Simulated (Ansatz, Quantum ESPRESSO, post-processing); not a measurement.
# Conductance against width: a In chain with one bond drawn out, part 5 of 5

Wanted: T at the Fermi level along a series, and its decay constant, for a In chain with one bond drawn out.

Quantum ESPRESSO 7.5; plane-wave DFT, PBE, GBRV ultrasoft pseudopotentials; cross-check by Ansatz 0.2.0 with PAW datasets.

So far. Step 12 (The open system, 3 Å): T goes from 0.495 to 0.0808, a factor of 6.1. Step 13 (Cross-check with Ansatz, 3 Å): Ansatz finds T = 0.0663 against pwcond's 0.0808.

**14. SCF with pw.x, 4 Å**

Level of this step: plane-wave DFT, PBE, GBRV ultrasoft pseudopotentials (Quantum ESPRESSO 7.5).

j4.scf.in reads:

```
&control
  prefix = 'j4.scf'
  outdir = './out'
  pseudo_dir = './pseudo'
  calculation = 'scf'
  tprnfor = .true.
/
&system
  ibrav = 0
  nat = 10
  ntyp = 1
  ecutwfc = 34
  ecutrho = 170
  occupations = 'smearing'
  smearing = 'mv'
  degauss = 0.01
/
&electrons
  conv_thr = 1e-07
  mixing_beta = 0.25
  electron_maxstep = 120
  mixing_mode = 'local-TF'
/
ATOMIC_SPECIES
  In  114.8180  in_pbe_v1.4.uspp.F.UPF
CELL_PARAMETERS angstrom
  7.50000000000000 0.00000000000000 0.00000000000000
  0.00000000000000 7.50000000000000 0.00000000000000
  0.00000000000000 0.00000000000000 33.50000000000000
ATOMIC_POSITIONS crystal
  In  0.500000000000 0.500000000000 0.000000000000
  In  0.500000000000 0.500000000000 0.088059701493
  In  0.500000000000 0.500000000000 0.176119402985
  In  0.500000000000 0.500000000000 0.264179104478
  In  0.500000000000 0.500000000000 0.352238805970
  In  0.500000000000 0.500000000000 0.559701492537
  In  0.500000000000 0.500000000000 0.647761194030
  In  0.500000000000 0.500000000000 0.735820895522
  In  0.500000000000 0.500000000000 0.823880597015
  In  0.500000000000 0.500000000000 0.911940298507
K_POINTS automatic
  1 1 3 0 0 0
```

Run with:

```
$ OMP_NUM_THREADS=1 mpirun -n 4 pw.x -nk 1 -in j4.scf.in > j4.scf.out
```

Numbers of over 12 decimals in the logs are rounded to 6 here.

Output:

```text
[banner, memory and clock lines left out]
Program PWSCF v.7.5 starts
[...]
Message from routine setup:
[...]
number of electrons       =       130.00
     number of Kohn-Sham states=           78
     kinetic-energy cutoff     =      34.0000  Ry
     charge density cutoff     =     170.0000  Ry
[...]
number of k points=     2  Marzari-Vanderbilt smearing, width (Ry)=  0.0100
[...]
Dense  grid:   475747 G-vectors     FFT dimensions: (  60,  60, 270)
[...]
negative rho (up, down):  1.629E-02 0.000E+00
     Starting wfcs are   90 randomized atomic wfcs
[...]
negative rho (up, down):  4.285E-01 0.000E+00
[...]
estimated scf accuracy    <      52.81481488 Ry
[...]
negative rho (up, down):  1.493E+00 0.000E+00
[...]
estimated scf accuracy    <      28.87555931 Ry
[...]
negative rho (up, down):  1.590E+00 0.000E+00
[...]
estimated scf accuracy    <       1.96222309 Ry
[...]
negative rho (up, down):  1.376E+00 0.000E+00
[...]
estimated scf accuracy    <       0.80251669 Ry
[...]
negative rho (up, down):  1.030E+00 0.000E+00
[...]
estimated scf accuracy    <       0.27493805 Ry
[...]
negative rho (up, down):  7.645E-01 0.000E+00
[...]
estimated scf accuracy    <       0.05795987 Ry
[...]
negative rho (up, down):  8.101E-02 0.000E+00
[...]
estimated scf accuracy    <       0.02867231 Ry
[...]
negative rho (up, down):  7.388E-02 0.000E+00
[...]
estimated scf accuracy    <       0.00173846 Ry
[...]
negative rho (up, down):  1.617E-02 0.000E+00
[...]
estimated scf accuracy    <       0.00076550 Ry
[...]
negative rho (up, down):  5.685E-03 0.000E+00
[...]
estimated scf accuracy    <       0.00031744 Ry
[...]
negative rho (up, down):  5.281E-03 0.000E+00
[...]
estimated scf accuracy    <       0.00002548 Ry
[...]
negative rho (up, down):  5.132E-03 0.000E+00
[...]
estimated scf accuracy    <       0.00001176 Ry
[...]
negative rho (up, down):  5.573E-03 0.000E+00
[...]
estimated scf accuracy    <       0.00000290 Ry
[...]
negative rho (up, down):  5.413E-03 0.000E+00
[...]
estimated scf accuracy    <       0.00000056 Ry
[...]
negative rho (up, down):  5.500E-03 0.000E+00
[...]
estimated scf accuracy    <       0.00000042 Ry
[...]
negative rho (up, down):  5.567E-03 0.000E+00
[...]
estimated scf accuracy    <       0.00000016 Ry
[...]
negative rho (up, down):  5.692E-03 0.000E+00
[...]
the Fermi energy is    -1.3021 ev
!    total energy              =   -1333.79234919 Ry
     estimated scf accuracy    <       0.00000008 Ry
     smearing contrib. (-TS)   =      -0.00430231 Ry
     internal energy E=F+TS    =   -1333.78804688 Ry
[...]
one-electron contribution =   -1568.91934493 Ry
     hartree contribution      =     837.38343561 Ry
     xc contribution           =    -376.29391748 Ry
     ewald contribution        =    -225.95822008 Ry
     convergence has been achieved in  17 iterations
     negative rho (up, down):  5.692E-03 0.000E+00
[...]
Total force =     0.031088     Total SCF correction =     0.000582
[...]
```

Wall time 85 s (4 MPI ranks of Arm Neoverse V2, shared host); peak memory 2 GiB.

Read from the output:

* free energy: -18147.1694 eV
* Fermi energy: -1.302 eV

**15. The open system, 4 Å**

j4.cond.in reads:

```
&inputcond
  outdir = './out'
  prefixt = 'j4.scf'
  tran_file = 'j4.cond.dat'
  bdl = 0.7866666667
  bds = 4.4666666667
  ikind = 1
  ewind = 4.0
  epsproj = 1e-05
  nz1 = 7
  energy0 = 2.0
  denergy = -0.1
/
1
  0.00000000 0.00000000 1.00000000
41
```

Run with:

```
$ OMP_NUM_THREADS=1 mpirun -n 4 pwcond.x -in j4.cond.in > j4.cond.out
```

Output:

```text
[banner, memory and clock lines left out]
Program PWCOND v.7.5 starts
[citation notice left out]

[...]
./out/j4.scf.save/

[...]
negative rho (up, down):  5.692E-03 0.000E+00
     Reading collected, re-writing distributed wavefunctions

===== INPUT FILE containing all the regions =====

     GEOMETRY:

     lattice parameter (alat)  =      14.1729  a.u.
     the volume                =   12716.3928 (a.u.)^3
     the cross section         =     200.8724 (a.u.)^2
     l of the unit cell        =       4.4667 (alat)
[...]
T_tot    -0.30000      0.15172E-01
   T_tot    -0.40000      0.13385E-01
   T_tot    -0.50000      0.11794E-01
   T_tot    -0.60000      0.10389E-01
   T_tot    -0.70000      0.91514E-02
   T_tot    -0.80000      0.80509E-02
   T_tot    -0.90000      0.70315E-02
   T_tot    -1.00000      0.59624E-02
   T_tot    -1.10000      0.44273E-02
   T_tot    -1.20000      0.27114E-03
   T_tot    -1.30000      0.00000E+00
   T_tot    -1.40000      0.00000E+00
   T_tot    -1.50000      0.00000E+00
   T_tot    -1.60000      0.00000E+00
   T_tot    -1.70000      0.00000E+00
   T_tot    -1.80000      0.00000E+00
   T_tot    -1.90000      0.00000E+00
   T_tot    -2.00000      0.12736E-03

[...]
```

Run time: 4.6 min. Hardware: 4 MPI ranks; peak memory 0.54 GiB; 19 min of CPU time.

This step gave:

- transmission at the Fermi level, one spin: 0.01349
- conductance: 0.01349 G₀

Per spin. Table of transmission by energy, zero at the Fermi level:

```tsv
energy (eV)	transmission
-2.00	6.4e-5
-1.80	0
-1.60	0
-1.40	0
-1.20	1.4e-4
-1.00	0.00298
-0.90	0.00352
-0.70	0.00458
-0.50	0.00590
-0.30	0.00759
-0.10	0.0109
0.00	0.0135
0.10	0.0141
0.30	0.0165
0.50	0.0208
0.70	0.0265
0.90	0.0349
1.00	0.0407
1.20	0.0560
1.40	0.0813
1.60	0.126
1.80	0.221
2.00	0.518
```

T goes from 0.0808 to 0.0135, a factor of 6.0.

**16. Cross-check with Ansatz, 4 Å**

Level of this step: plane-wave DFT, PBE, Ansatz PAW (Ansatz 0.2.0).

input.yaml reads:

```yaml
crystal:
  lattice:
    - [7.5, 0.0, 0.0]
    - [0.0, 7.5, 0.0]
    - [0.0, 0.0, 33.5]
  atoms:
    - { symbol: In, position: [0.5, 0.5, 0.0] }
    - { symbol: In, position: [0.5, 0.5, 0.0880597015] }
    - { symbol: In, position: [0.5, 0.5, 0.176119403] }
    - { symbol: In, position: [0.5, 0.5, 0.2641791045] }
    - { symbol: In, position: [0.5, 0.5, 0.352238806] }
    - { symbol: In, position: [0.5, 0.5, 0.5597014925] }
    - { symbol: In, position: [0.5, 0.5, 0.647761194] }
    - { symbol: In, position: [0.5, 0.5, 0.7358208955] }
    - { symbol: In, position: [0.5, 0.5, 0.823880597] }
    - { symbol: In, position: [0.5, 0.5, 0.9119402985] }
kpoints:
  mp_grid: { grid: [1, 1, 4] }
hamiltonian:
  xc: pbe
scf:
  occupations: { method: fermi_dirac, width: 0.1 }
  convergence: { dr2_threshold: 1.0e-08 }
output:
  transmission:
    leads: [[0, 1]]
    e_range: [-2.0, 2.0]
    de: 0.05
    kmesh: [1, 1]
    reduced_basis: true
  write_potential: true
  write_density: true
  volumetric_format: npy
```

Run with:

```
$ ansatz run input.yaml --threads 4 --pin off --max-ram 8192MiB --backend cpu --events-out ev --progress --plain --runs-dir out
```

Output:

```text
[...]
Crystal: 10 atoms, lattice volume = 1884.375 Å³
Basis set: ecut = 420 eV, 36863 PW (Γ)
Bands: 78, of which v1, the nominal top of the filled ones, is band 65 counted from 1 (64 counted from 0)
Symmetry: 16 space group operations
[...]
k-points: 3 of 4
[...]
k-point 2: bands = [... 61 lower, -1.4940, -1.4251, -1.4251, -1.3230, -1.3230, -1.1572, -1.1572, -0.8964, ... 9 higher]
--- Transmission ---
  basis      : 497 plane waves across, 42 finite elements along
  points     : 1, standing for a mesh of 1 x 1
[...]
channels       : 3.000000e0 a spin
[...]
junction   : crystal 0 to crystal 0, -1.48 to 29.07 Å
    transmission   : 1.093152e-2 a spin
[...]
[key lines of the parts left out:]
SCF converged after 12 iterations
Free energy (F): -55965.892329 eV
Fermi energy:    -1.295037 eV
```

Run time: 24 s. Hardware: 4 threads; peak memory 2.6 GiB; 87 s of CPU time.

Read from the output:

| Property | Result |
| --- | --- |
| free energy | -55965.8923 eV |
| energy at zero smearing | -55965.4891 eV |
| smearing term TS | 0.8064 eV |
| Fermi energy | -1.295 eV |
| transmission at the Fermi level, one spin | 0.01093 |
| step of the lead's Hamiltonian over a period | 15.5 meV |

Per spin. The transmission by energy, zero at the Fermi level:

```tsv
energy (eV)	transmission
-2.00	0
-1.85	0
-1.70	0
-1.60	0
-1.45	0
-1.30	0
-1.15	0.00164
-1.05	0.00232
-0.90	0.00313
-0.75	0.00390
-0.60	0.00473
-0.50	0.00533
-0.35	0.00635
-0.20	0.00752
-0.05	0.0100
0.00	0.0109
0.05	0.0116
0.20	0.0132
0.35	0.0152
0.50	0.0179
0.60	0.0201
0.75	0.0241
0.90	0.0293
1.05	0.0360
1.15	0.0416
1.30	0.0523
1.45	0.0671
1.60	0.0882
1.70	0.108
1.85	0.153
2.00	0.235
```

Ansatz finds T = 0.0109 against pwcond's 0.0135.

**17. The series side by side**

All levels:

```tsv
level	T by pwcond	T by Ansatz	lead channels	CPU time (s)
0.5 Å	2.752	2.649	3	1119
1.2 Å	1.64	1.364	3	1297
2 Å	0.4949	0.3929	3	1378
3 Å	0.08081	0.06632	3	1621
4 Å	0.01349	0.01093	3	1451
```

**18. The arithmetic**

G = 2.75 × 77.48 µS = 213 µS a cell, a resistance of 4.69 kΩ.

κ = ln(T₁/T₂)/(2Δd) = ln(0.08081/0.01349)/(2 × 1 Å) = 0.89 1/Å.

**19. Results**

```json
{"conductance a cell at 0.5 Å": "2.75 G₀", "conductance a cell at 1.2 Å": "1.64 G₀", "conductance a cell at 2 Å": "0.495 G₀", "conductance a cell at 3 Å": "0.0808 G₀", "conductance a cell at 4 Å": "0.0135 G₀", "fall of ln T per Å over the last interval": "1.79"}
```

In words: The conductance goes from 2.75 G₀ at 0.5 Å to 0.0135 G₀ at 4 Å (PBE, GBRV ultrasoft). Interval by interval ln T falls by 0.74, 1.50, 1.81 and 1.79 per Å. The last interval gives κ = 0.89 1/Å in T ∝ exp(−2κd), an apparent barrier of (κ/0.512)² = 3.1 eV. Ansatz follows the series within a factor of 1.26. The geometries are as built, not relaxed, and the leads are short. Semilocal functionals lack the image potential in a vacuum gap.

[Logs are printed without paths, hosts, clocks, repeated set-up lines and the standing remarks that a program may print on its own settings, such as how far it seeks lower states.]

[Hosts, paths, dates, database ids (printed as entryN), source tags and the programs' standing remarks are cut or masked in the printed files.]

[Maps of the electrostatic potential energy from Ansatz leave out the sawtooth potential of an applied field or a dipole correction, so their vacuum need not be flat; planar profiles and work functions include it.]
